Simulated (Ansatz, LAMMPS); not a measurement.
# An extra electron or hole in glassy 62P2O5-14Al2O3-24BaO (mol %) (160 atoms): runs compared

Aim: add and remove one electron in glassy 62P2O5-14Al2O3-24BaO (mol %) (160 atoms), with atoms held and relaxed, and read trapping energy and localisation.

Computed with Ansatz 0.2.0: Kohn-Sham DFT, PBE, PAW (set soft_1), plane waves.

**1. The cell as built**

The cell holds 160 atoms: 36 P, 8 Al, 7 Ba and 109 O. Its edges and angles: a = 13.082 Å, b = 13.082 Å, c = 13.082 Å, α = 90.0°, β = 90.0°, γ = 90.0°. 160 atoms (36 P, 8 Al, 7 Ba, 109 O) placed at random at 2.92 g/cm³, melted at 4000 K for 10 ps at fixed volume with the Morse and Coulomb pair potential with partial charges (Pedone, Malavasi, Menziani, Cormack and Segre, J. Phys. Chem. B 110, 11780 (2006)). Quenched from 4000 K to 300 K at 1000 K/ps and fixed volume, held 10 ps at zero pressure.

What the set-up can't give: The quench rate of 1000 K/ps is many orders above laboratory rates, so the cell is likely richer in defects and strain than a real sample. The network of bonds at the start is that of the classical potential that made the cell, and needn't be the one that DFT or experiment would give. Sampling is at Γ alone, for a cell whose shortest periodic width is 13 Å. The levels lack spin–orbit coupling, which is large for the heavy elements here.

**2. The reference run**

The reference is a single point at the end of the relaxation.

The charged cells start from the geometry of this run, on a uniform background, with spin and a narrow Fermi–Dirac smearing.

Its input, with most atom lines left out:

```yaml
crystal:
  lattice:
    - [13.0819, 0.0, 0.0]
    - [0.0, 13.0819, 0.0]
    - [0.0, 0.0, 13.0819]
  atoms:
    - { symbol: P, position: [0.85085, 0.63659, 0.02805] }
    - { symbol: P, position: [0.33379, 0.22528, 0.09702] }
    - { symbol: P, position: [0.75807, 0.75947, 0.52805] }
    - { symbol: P, position: [0.59822, 0.63122, 0.77887] }
    - { symbol: P, position: [0.66095, 0.40514, 0.15821] }
    - { symbol: P, position: [0.72409, 0.07374, 0.13116] }
    - { symbol: P, position: [0.56232, 0.32062, 0.85892] }
    [... atom lines 8 to 160 left out ...]
kpoints:
  mp_grid: { grid: [1, 1, 1] }
hamiltonian:
  xc: pbe
  pseudopotentials: { kind: paw, azcp: { folder: soft_1 } }
scf:
  occupations: { method: gaussian, width: 0.05 }
output:
  forces: true
  stress: true
  populations: intrinsic
  dos:
    method: { smearing: { sigma: 0.15 } }
    de: 0.1
    projected: { site_lists: { Al: [Al], Ba: [Ba], O: [O], P: [P] } }
  eigenvalues: true
  write_density: true
  write_potential: true
  volumetric_format: npy
```

```
free energy per atom   : -844.3395 eV/atom
r.m.s. force component : 0.00744 eV/Å
pressure               : 1.158 GPa
```

Filled and empty levels are parted by 3.93 eV (at Γ alone); a semilocal functional tends to put such gaps too low. In a disordered cell it changes from sample to sample, and tail or defect levels can set it.

**3. The runs**

Each row is one run, on 8 threads of Arm Neoverse V2, shared host. The free energy is the program's total, comparable only between runs with the same functional, potentials and atoms; between charge states it hangs on the program's zero of potential.

```tsv
run	atoms	outcome	ionic steps, all passes	free energy (eV)	time	host memory (GiB)
Single point at the start	160	converged	-	-135072.046	28 s	3.6
Relaxation	160	converged	46	-135094.316	12 min	3.6
Single point at the relaxed geometry	160	converged	-	-135094.316	49 s	3.7
An extra electron, atoms held	160	converged	-	-135086.569	2.1 min	6.4
An extra electron, atoms relaxed	160	converged	6	-135086.610	4.6 min	6.3
An extra electron, levels at the relaxed geometry	160	converged	-	-135086.610	2 min	6.4
Neutral at the geometry of the electron	160	converged	-	-135094.269	48 s	3.7
An extra hole, atoms held	160	converged	-	-135097.739	2.7 min	6.4
An extra hole, atoms relaxed	160	converged	8	-135097.897	9.5 min	6.3
An extra hole, levels at the relaxed geometry	160	converged	-	-135097.897	2.4 min	6.4
Neutral at the geometry of the hole	160	converged	-	-135094.077	44 s	3.7
```

In some runs the program notes that the exchange-correlation potential is rough where the density is thin and starting moments were not kept.

A closer look about O54, which holds the most spin of the extra hole after relaxation: 8 atoms, nearest first, numbered in the order of the input, with positions taken from that point.

```tsv
atom	x	y	z	distance (Å)	Löwdin charge (e)	moment (μB)
O54	0.00	0.00	0.00	0.00	-0.78	0.13
P26	0.41	0.59	-1.33	1.51	2.08	0.00
O82	1.74	1.35	-1.20	2.51	-0.74	0.06
O102	-0.74	1.28	-2.04	2.52	-0.78	0.13
O104	0.89	-0.61	-2.40	2.63	-0.70	0.00
Ba48	-0.29	1.15	2.47	2.74	1.80	0.00
O88	-0.89	-2.68	0.68	2.91	-0.79	0.00
O138	0.88	-1.89	2.30	3.10	-0.83	0.01
```

**4. Energies and spread of the extra charge**

Energies are differences within one cell and functional; the shift is the gain plus the neutral cell's energy at the new geometry, that is how much cheaper the vertical process becomes there. The spread is the participation number of the site moments (1/Σw², over the spin inside atomic spheres), with the atom that holds the largest share and the spin that the spheres hold in all.

```tsv
carrier	charged less neutral, atoms held (eV)	gain on relaxing (eV)	neutral cell at that geometry, less the reference (eV)	shift of the vertical energy (eV)	spread, atoms held	spread, relaxed
electron	7.747	0.041	0.047	0.088	-	-
hole	-3.423	0.158	0.239	0.397	19; O54 11 % of 0.72 μB	9; O54 19 % of 0.72 μB
```

**5. Outcome**

The extra electron gains 0.041 eV as the atoms relax: so small a gain shows no trapping at this level. The cell with the electron keeps a moment of only 0.00 μB where one unpaired electron should give 1 μB: the carrier is shared between both spins, which can hide trapping. The extra hole gains 0.16 eV as the atoms relax, and its spin goes from about 19 to 9 atoms: a partial localisation as the atoms move, with the largest share on O54. The O54–Ba48 distance goes from 2.64 to 2.74 Å. The hole is shared among 2 partly filled levels, as near-degenerate levels under the smearing give, and as self-interaction favours. Adding the two vertical energies gives 4.32 eV, against a gap of 3.93 eV in the neutral cell. The zero of the potential cancels in this sum; the excess isn't taken apart here: charging of a small cell, filling of bands on a coarse mesh and the attraction to the background can all enter.

Caveats: Single energies of charged cells hang on the program's zero of potential. In the spin-polarised runs the search for a state of lower energy was switched off. No distortion was seeded, so a trapped state behind a barrier can't be found. Local and semilocal functionals favour spread-out charges, so trapping can be missed. Charged cells carry a uniform background, with no correction for images.

The DFT runs together took 38 min of wall time.

[Logs are printed without paths, hosts, clocks, repeated set-up lines and the standing remarks that a program may print on its own settings, such as how far it seeks lower states.]

[Hosts, paths, dates, database ids (printed as entryN), source tags and the programs' standing remarks are cut or masked in the printed files.]
